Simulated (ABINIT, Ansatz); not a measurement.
# GeTe3Pb (Pm-3m): zone-centre phonons, part 3 of 5

Wanted: the vibrations of GeTe3Pb (Pm-3m) at Γ, by two programs.

ABINIT 10.8.3; DFT LDA, scalar-relativistic, plane waves, HGH norm-conserving pseudopotentials.

So far. Step 2 (Relaxation): The volume changes by +0.9 % from the cell with which this run began. Step 4 (Linear response at Γ): The acoustic modes at Γ come out as far as 1.7 cm⁻¹ from zero, where they should vanish, a small numerical error. The lowest optical mode is imaginary, 90i cm⁻¹, an instability at this level and on this k mesh. The relaxed cell has a = 5.333 Å (conventional setting).

The structure was built from a prototype and need not be the compound's stable phase.

**5. Zone-centre analysis**

anaddb reads the merged derivatives and imposes the acoustic sum rule.

anaddb.abi

```
ddb_filepath "gamma_DDB"
output_file "anaddb.abo"
outdata_prefix "anaddb"
asr 1
chneut 1
enunit 2
eivec 1
nph1l 1
qph1l 0.0 0.0 0.0 1.0
```

mrgddb.in

```
gamma_DDB
merged
2
dfpt_gammao_DDB
gso_DDB
```

Run with:

```sh
$ mrgddb < mrgddb.in > mrgddb.log
$ OMP_NUM_THREADS=1 anaddb anaddb.abi > anaddb.log
```

anaddb.abo, the main output file:

```text
-outvars_anaddb: echo values of input variables ----------------------

 Miscellaneous information :
      enunit         2
       eivec         1
         asr         1
 First list of wavevector (reduced coord.) :
       nph1l         1
       qph1l
                     0.00000000E+00  0.00000000E+00  0.00000000E+00    1.000E+00

================================================================================

 read the DDB information and perform some checks

  ==== Info on the Cryst% object ====
 Real(R)+Recip(G) space primitive vectors, cartesian coordinates (Bohr,Bohr^-1):
 R(1)= 10.0778657  0.0000000  0.0000000  G(1)=  0.0992274  0.0000000  0.0000000
 R(2)=  0.0000000 10.0778657  0.0000000  G(2)=  0.0000000  0.0992274  0.0000000
 R(3)=  0.0000000  0.0000000 10.0778657  G(3)=  0.0000000  0.0000000  0.0992274
 Unit cell volume ucvol=  1.0235421E+03 bohr^3
 Angles (23,13,12)=  9.00000000E+01  9.00000000E+01  9.00000000E+01 degrees
 Time-reversal symmetry is present
 Reduced atomic positions [iatom, xred, symbol]:
    1)    0.0000000  0.0000000  0.0000000  Pb
    2)    0.5000000  0.5000000  0.5000000  Ge
    3)    0.5000000  0.5000000  0.0000000  Te
    4)    0.5000000  0.0000000  0.5000000  Te
    5)    0.0000000  0.5000000  0.5000000  Te

 DDB file with 3 blocks has been read.

================================================================================

 Treat the first list of vectors

  Phonon wavevector (reduced coordinates) :  0.00000  0.00000  0.00000
 Phonon energies in Hartree :
  -4.099642E-04 -4.099642E-04 -4.099642E-04 -3.300545E-04 -3.300545E-04
  -3.300545E-04 -2.404432E-04 -2.404432E-04 -2.404432E-04  0.000000E+00
   0.000000E+00  0.000000E+00  7.559051E-04  7.559051E-04  7.559051E-04
 Phonon energies in meV     :
- -1.115570E+01 -1.115570E+01 -1.115570E+01 -8.981240E+00 -8.981240E+00
- -8.981240E+00 -6.542792E+00 -6.542792E+00 -6.542792E+00  0.000000E+00
-  0.000000E+00  0.000000E+00  2.056923E+01  2.056923E+01  2.056923E+01
 Phonon frequencies in cm-1    :
- -8.997675E+01 -8.997675E+01 -8.997675E+01 -7.243859E+01 -7.243859E+01
- -7.243859E+01 -5.277118E+01 -5.277118E+01 -5.277118E+01  0.000000E+00
-  0.000000E+00  0.000000E+00  1.659020E+02  1.659020E+02  1.659020E+02
 Phonon frequencies in Thz     :
- -2.697435E+00 -2.697435E+00 -2.697435E+00 -2.171654E+00 -2.171654E+00
- -2.171654E+00 -1.582040E+00 -1.582040E+00 -1.582040E+00  0.000000E+00
-  0.000000E+00  0.000000E+00  4.973617E+00  4.973617E+00  4.973617E+00
 Phonon energies in Kelvin  :
- -1.294565E+02 -1.294565E+02 -1.294565E+02 -1.042230E+02 -1.042230E+02
- -1.042230E+02 -7.592595E+01 -7.592595E+01 -7.592595E+01  0.000000E+00
-  0.000000E+00  0.000000E+00  2.386960E+02  2.386960E+02  2.386960E+02

 Eigendisplacements
 (will be given, for each mode : in cartesian coordinates
   for each atom the real part of the displacement vector,
   then the imaginary part of the displacement vector - absolute values smaller than 1.0d-7 are set to zero)
  Mode number    1   Energy   -4.099642E-04
 Attention : low frequency mode.
   (Could be unstable or acoustic mode)
-  1  0.00000000E+00  0.00000000E+00  8.14461409E-04
-     0.00000000E+00  0.00000000E+00  0.00000000E+00
-  2  0.00000000E+00  0.00000000E+00  1.23795089E-03
-     0.00000000E+00  0.00000000E+00  0.00000000E+00
-  3  0.00000000E+00  0.00000000E+00  1.32805895E-04
-     0.00000000E+00  0.00000000E+00  0.00000000E+00
-  4  0.00000000E+00  0.00000000E+00 -1.07989490E-03
-     0.00000000E+00  0.00000000E+00  0.00000000E+00
-  5  0.00000000E+00  0.00000000E+00 -1.07989490E-03
-     0.00000000E+00  0.00000000E+00  0.00000000E+00
  Mode number    2   Energy   -4.099642E-04
 Attention : low frequency mode.
   (Could be unstable or acoustic mode)
-  1  0.00000000E+00 -8.14461409E-04  0.00000000E+00
-     0.00000000E+00  0.00000000E+00  0.00000000E+00
-  2  0.00000000E+00 -1.23795089E-03  0.00000000E+00
-     0.00000000E+00  0.00000000E+00  0.00000000E+00
-  3  0.00000000E+00  1.07989490E-03  0.00000000E+00
-     0.00000000E+00  0.00000000E+00  0.00000000E+00
-  4  0.00000000E+00 -1.32805895E-04  0.00000000E+00
-     0.00000000E+00  0.00000000E+00  0.00000000E+00
-  5  0.00000000E+00  1.07989490E-03  0.00000000E+00
-     0.00000000E+00  0.00000000E+00  0.00000000E+00
  Mode number    3   Energy   -4.099642E-04
 Attention : low frequency mode.
   (Could be unstable or acoustic mode)
-  1  8.14461409E-04  0.00000000E+00  0.00000000E+00
-     0.00000000E+00  0.00000000E+00  0.00000000E+00
-  2  1.23795089E-03  0.00000000E+00  0.00000000E+00
-     0.00000000E+00  0.00000000E+00  0.00000000E+00
-  3 -1.07989490E-03  0.00000000E+00  0.00000000E+00
-     0.00000000E+00  0.00000000E+00  0.00000000E+00
-  4 -1.07989490E-03  0.00000000E+00  0.00000000E+00
-     0.00000000E+00  0.00000000E+00  0.00000000E+00
-  5  1.32805895E-04  0.00000000E+00  0.00000000E+00
-     0.00000000E+00  0.00000000E+00  0.00000000E+00
  Mode number    4   Energy   -3.300545E-04
 Attention : low frequency mode.
   (Could be unstable or acoustic mode)
-  1  0.00000000E+00  0.00000000E+00  0.00000000E+00
-     0.00000000E+00  0.00000000E+00  0.00000000E+00
-  2  0.00000000E+00  0.00000000E+00  0.00000000E+00
-     0.00000000E+00  0.00000000E+00  0.00000000E+00
-  3  0.00000000E+00  0.00000000E+00  0.00000000E+00
-     0.00000000E+00  0.00000000E+00  0.00000000E+00
-  4  0.00000000E+00  0.00000000E+00 -1.46615408E-03
-     0.00000000E+00  0.00000000E+00  0.00000000E+00
-  5  0.00000000E+00  0.00000000E+00  1.46615408E-03
-     0.00000000E+00  0.00000000E+00  0.00000000E+00
  Mode number    5   Energy   -3.300545E-04
 Attention : low frequency mode.
   (Could be unstable or acoustic mode)
-  1  0.00000000E+00  0.00000000E+00  0.00000000E+00
-     0.00000000E+00  0.00000000E+00  0.00000000E+00
-  2  0.00000000E+00  0.00000000E+00  0.00000000E+00
-     0.00000000E+00  0.00000000E+00  0.00000000E+00
-  3  0.00000000E+00 -1.46615408E-03  0.00000000E+00
-     0.00000000E+00  0.00000000E+00  0.00000000E+00
-  4  0.00000000E+00  0.00000000E+00  0.00000000E+00
-     0.00000000E+00  0.00000000E+00  0.00000000E+00
-  5  0.00000000E+00  1.46615408E-03  0.00000000E+00
-     0.00000000E+00  0.00000000E+00  0.00000000E+00
  Mode number    6   Energy   -3.300545E-04
 Attention : low frequency mode.
   (Could be unstable or acoustic mode)
-  1  0.00000000E+00  0.00000000E+00  0.00000000E+00
-     0.00000000E+00  0.00000000E+00  0.00000000E+00
-  2  0.00000000E+00  0.00000000E+00  0.00000000E+00
-     0.00000000E+00  0.00000000E+00  0.00000000E+00
-  3  1.46615408E-03  0.00000000E+00  0.00000000E+00
-     0.00000000E+00  0.00000000E+00  0.00000000E+00
-  4 -1.46615408E-03  0.00000000E+00  0.00000000E+00
-     0.00000000E+00  0.00000000E+00  0.00000000E+00
-  5  0.00000000E+00  0.00000000E+00  0.00000000E+00
-     0.00000000E+00  0.00000000E+00  0.00000000E+00
  Mode number    7   Energy   -2.404432E-04
 Attention : low frequency mode.
   (Could be unstable or acoustic mode)
-  1  0.00000000E+00  0.00000000E+00 -1.07498718E-03
-     0.00000000E+00  0.00000000E+00  0.00000000E+00
-  2  0.00000000E+00  0.00000000E+00  1.74534481E-03
-     0.00000000E+00  0.00000000E+00  0.00000000E+00
-  3  0.00000000E+00  0.00000000E+00  8.28489422E-04
-     0.00000000E+00  0.00000000E+00  0.00000000E+00
-  4  0.00000000E+00  0.00000000E+00 -3.80511382E-05
-     0.00000000E+00  0.00000000E+00  0.00000000E+00
-  5  0.00000000E+00  0.00000000E+00 -3.80511382E-05
-     0.00000000E+00  0.00000000E+00  0.00000000E+00
  Mode number    8   Energy   -2.404432E-04
 Attention : low frequency mode.
   (Could be unstable or acoustic mode)
-  1  0.00000000E+00 -1.07498718E-03  0.00000000E+00
-     0.00000000E+00  0.00000000E+00  0.00000000E+00
-  2  0.00000000E+00  1.74534481E-03  0.00000000E+00
-     0.00000000E+00  0.00000000E+00  0.00000000E+00
-  3  0.00000000E+00 -3.80511382E-05  0.00000000E+00
-     0.00000000E+00  0.00000000E+00  0.00000000E+00
-  4  0.00000000E+00  8.28489422E-04  0.00000000E+00
-     0.00000000E+00  0.00000000E+00  0.00000000E+00
-  5  0.00000000E+00 -3.80511382E-05  0.00000000E+00
-     0.00000000E+00  0.00000000E+00  0.00000000E+00
  Mode number    9   Energy   -2.404432E-04
 Attention : low frequency mode.
   (Could be unstable or acoustic mode)
-  1  1.07498718E-03  0.00000000E+00  0.00000000E+00
-     0.00000000E+00  0.00000000E+00  0.00000000E+00
-  2 -1.74534481E-03  0.00000000E+00  0.00000000E+00
-     0.00000000E+00  0.00000000E+00  0.00000000E+00
-  3  3.80511382E-05  0.00000000E+00  0.00000000E+00
-     0.00000000E+00  0.00000000E+00  0.00000000E+00
-  4  3.80511382E-05  0.00000000E+00  0.00000000E+00
-     0.00000000E+00  0.00000000E+00  0.00000000E+00
-  5 -8.28489422E-04  0.00000000E+00  0.00000000E+00
-     0.00000000E+00  0.00000000E+00  0.00000000E+00
  Mode number   10   Energy    0.000000E+00
 Attention : low frequency mode.
   (Could be unstable or acoustic mode)
-  1  0.00000000E+00  0.00000000E+00  9.09887289E-04
-     0.00000000E+00  0.00000000E+00  0.00000000E+00
-  2  0.00000000E+00  0.00000000E+00  9.09899307E-04
-     0.00000000E+00  0.00000000E+00  0.00000000E+00
-  3  0.00000000E+00  0.00000000E+00  9.09901622E-04
-     0.00000000E+00  0.00000000E+00  0.00000000E+00
-  4  0.00000000E+00  0.00000000E+00  9.09894971E-04
-     0.00000000E+00  0.00000000E+00  0.00000000E+00
-  5  0.00000000E+00  0.00000000E+00  9.09894971E-04
-     0.00000000E+00  0.00000000E+00  0.00000000E+00
  Mode number   11   Energy    0.000000E+00
 Attention : low frequency mode.
   (Could be unstable or acoustic mode)
-  1  0.00000000E+00 -9.09887289E-04  0.00000000E+00
-     0.00000000E+00  0.00000000E+00  0.00000000E+00
-  2  0.00000000E+00 -9.09899307E-04  0.00000000E+00
-     0.00000000E+00  0.00000000E+00  0.00000000E+00
-  3  0.00000000E+00 -9.09894971E-04  0.00000000E+00
-     0.00000000E+00  0.00000000E+00  0.00000000E+00
-  4  0.00000000E+00 -9.09901622E-04  0.00000000E+00
-     0.00000000E+00  0.00000000E+00  0.00000000E+00
-  5  0.00000000E+00 -9.09894971E-04  0.00000000E+00
-     0.00000000E+00  0.00000000E+00  0.00000000E+00
  Mode number   12   Energy    0.000000E+00
 Attention : low frequency mode.
   (Could be unstable or acoustic mode)
-  1  9.09887289E-04  0.00000000E+00  0.00000000E+00
-     0.00000000E+00  0.00000000E+00  0.00000000E+00
-  2  9.09899307E-04  0.00000000E+00  0.00000000E+00
-     0.00000000E+00  0.00000000E+00  0.00000000E+00
-  3  9.09894971E-04  0.00000000E+00  0.00000000E+00
-     0.00000000E+00  0.00000000E+00  0.00000000E+00
-  4  9.09894971E-04  0.00000000E+00  0.00000000E+00
-     0.00000000E+00  0.00000000E+00  0.00000000E+00
-  5  9.09901622E-04  0.00000000E+00  0.00000000E+00
-     0.00000000E+00  0.00000000E+00  0.00000000E+00
  Mode number   13   Energy    7.559051E-04
-  1  0.00000000E+00  0.00000000E+00  2.73263847E-05
-     0.00000000E+00  0.00000000E+00  0.00000000E+00
-  2  0.00000000E+00  0.00000000E+00  1.46577242E-03
-     0.00000000E+00  0.00000000E+00  0.00000000E+00
-  3  0.00000000E+00  0.00000000E+00 -1.66350909E-03
-     0.00000000E+00  0.00000000E+00  0.00000000E+00
-  4  0.00000000E+00  0.00000000E+00  3.92527783E-04
-     0.00000000E+00  0.00000000E+00  0.00000000E+00
-  5  0.00000000E+00  0.00000000E+00  3.92527783E-04
-     0.00000000E+00  0.00000000E+00  0.00000000E+00
  Mode number   14   Energy    7.559051E-04
-  1  0.00000000E+00  2.73263847E-05  0.00000000E+00
-     0.00000000E+00  0.00000000E+00  0.00000000E+00
-  2  0.00000000E+00  1.46577242E-03  0.00000000E+00
-     0.00000000E+00  0.00000000E+00  0.00000000E+00
-  3  0.00000000E+00  3.92527783E-04  0.00000000E+00
-     0.00000000E+00  0.00000000E+00  0.00000000E+00
-  4  0.00000000E+00 -1.66350909E-03  0.00000000E+00
-     0.00000000E+00  0.00000000E+00  0.00000000E+00
-  5  0.00000000E+00  3.92527783E-04  0.00000000E+00
-     0.00000000E+00  0.00000000E+00  0.00000000E+00
  Mode number   15   Energy    7.559051E-04
-  1  2.73263847E-05  0.00000000E+00  0.00000000E+00
-     0.00000000E+00  0.00000000E+00  0.00000000E+00
-  2  1.46577242E-03  0.00000000E+00  0.00000000E+00
-     0.00000000E+00  0.00000000E+00  0.00000000E+00
-  3  3.92527783E-04  0.00000000E+00  0.00000000E+00
-     0.00000000E+00  0.00000000E+00  0.00000000E+00
-  4  3.92527783E-04  0.00000000E+00  0.00000000E+00
-     0.00000000E+00  0.00000000E+00  0.00000000E+00
-  5 -1.66350909E-03  0.00000000E+00  0.00000000E+00
-     0.00000000E+00  0.00000000E+00  0.00000000E+00

 Analysis of degeneracies and characters (maximum tolerance=1.00E-06 a.u.)
 For each vibration mode, or group of modes if degenerate,
 the characters are given for each symmetry operation (see the list in the log file).
 Symmetry characters of vibration mode #   1
       degenerate with vibration modes #   2 to    3
  3.0 -3.0 -1.0  1.0 -1.0  1.0 -1.0  1.0  1.0 -1.0 -1.0  1.0  1.0 -1.0 -1.0  1.0
 -0.0  0.0 -0.0  0.0  0.0 -0.0  0.0 -0.0  1.0 -1.0 -1.0  1.0 -1.0  1.0  1.0 -1.0
 -0.0  0.0  0.0 -0.0  0.0 -0.0 -0.0  0.0  1.0 -1.0  1.0 -1.0 -1.0  1.0 -1.0  1.0
 Symmetry characters of vibration mode #   4
       degenerate with vibration modes #   5 to    6
  3.0 -3.0 -1.0  1.0 -1.0  1.0 -1.0  1.0 -1.0  1.0  1.0 -1.0 -1.0  1.0  1.0 -1.0
  0.0 -0.0  0.0 -0.0 -0.0  0.0 -0.0  0.0 -1.0  1.0  1.0 -1.0  1.0 -1.0 -1.0  1.0
  0.0 -0.0 -0.0  0.0 -0.0  0.0  0.0 -0.0 -1.0  1.0 -1.0  1.0  1.0 -1.0  1.0 -1.0
 Symmetry characters of vibration mode #   7
       degenerate with vibration modes #   8 to    9
  3.0 -3.0 -1.0  1.0 -1.0  1.0 -1.0  1.0  1.0 -1.0 -1.0  1.0  1.0 -1.0 -1.0  1.0
  0.0 -0.0  0.0 -0.0 -0.0  0.0  0.0 -0.0  1.0 -1.0 -1.0  1.0 -1.0  1.0  1.0 -1.0
  0.0 -0.0 -0.0  0.0  0.0 -0.0  0.0 -0.0  1.0 -1.0  1.0 -1.0 -1.0  1.0 -1.0  1.0
 Symmetry characters of vibration mode #  10
       degenerate with vibration modes #  11 to   12
  3.0 -3.0 -1.0  1.0 -1.0  1.0 -1.0  1.0  1.0 -1.0 -1.0  1.0  1.0 -1.0 -1.0  1.0
 -0.0  0.0 -0.0  0.0  0.0 -0.0  0.0 -0.0  1.0 -1.0 -1.0  1.0 -1.0  1.0  1.0 -1.0
 -0.0  0.0  0.0 -0.0  0.0 -0.0 -0.0  0.0  1.0 -1.0  1.0 -1.0 -1.0  1.0 -1.0  1.0
 Symmetry characters of vibration mode #  13
       degenerate with vibration modes #  14 to   15
  3.0 -3.0 -1.0  1.0 -1.0  1.0 -1.0  1.0  1.0 -1.0 -1.0  1.0  1.0 -1.0 -1.0  1.0
 -0.0  0.0 -0.0  0.0  0.0 -0.0  0.0 -0.0  1.0 -1.0 -1.0  1.0 -1.0  1.0  1.0 -1.0
 -0.0  0.0  0.0 -0.0  0.0 -0.0 -0.0  0.0  1.0 -1.0  1.0 -1.0 -1.0  1.0 -1.0  1.0
-
```

Run time: 0.51 s. Hardware: 1 thread of Arm Neoverse V2, shared host.

This step gave:

```
lowest optical zone-centre mode : -89.98 cm⁻¹
```

No LO-TO term; unit eigenvectors of the mass-weighted matrix, from anaddb's displacements. The modes at Γ (shares of kinetic energy by element, %) (negative means imaginary):

```csv
mode,frequency (cm⁻¹),symmetry,Pb %,Ge %,Te %
1,-90.0,T1u,25,20,55
2,-90.0,T1u,25,20,55
3,-90.0,T1u,25,20,55
4,-72.4,T2u,0,0,100
5,-72.4,T2u,0,0,100
6,-72.4,T2u,0,0,100
7,-52.8,T1u,44,40,16
8,-52.8,T1u,44,40,16
9,-52.8,T1u,44,40,16
10,0.0,acoustic,31,11,58
11,0.0,acoustic,31,11,58
12,0.0,acoustic,31,11,58
13,165.9,T1u,0,28,72
14,165.9,T1u,0,28,72
15,165.9,T1u,0,28,72
```

Displacements in mode 1 (-90.0 cm⁻¹), the largest set to 1:
```
Pb1  0.00  0.00  0.66
Ge2  0.00  0.00  1.00
Te3  0.00  0.00  0.11
Te4  0.00  0.00 -0.87
Te5  0.00  0.00 -0.87
```

Displacements in mode 7 (-52.8 cm⁻¹), the largest set to 1:
```
Pb1  0.00  0.00 -0.62
Ge2  0.00  0.00  1.00
Te3  0.00  0.00  0.47
Te4  0.00  0.00 -0.02
Te5  0.00  0.00 -0.02
```

The rule moves no optical mode by more than 0.1 cm⁻¹.

(Part 3 of 5 ends here.)

[Host names and launcher messages were left out of these logs when they were recorded.]

[Logs are printed without paths, hosts, clocks, repeated set-up lines and the standing remarks that a program may print on its own settings, such as how far it seeks lower states.]

[Hosts, paths, dates, database ids (printed as entryN), source tags and the programs' standing remarks are cut or masked in the printed files.]
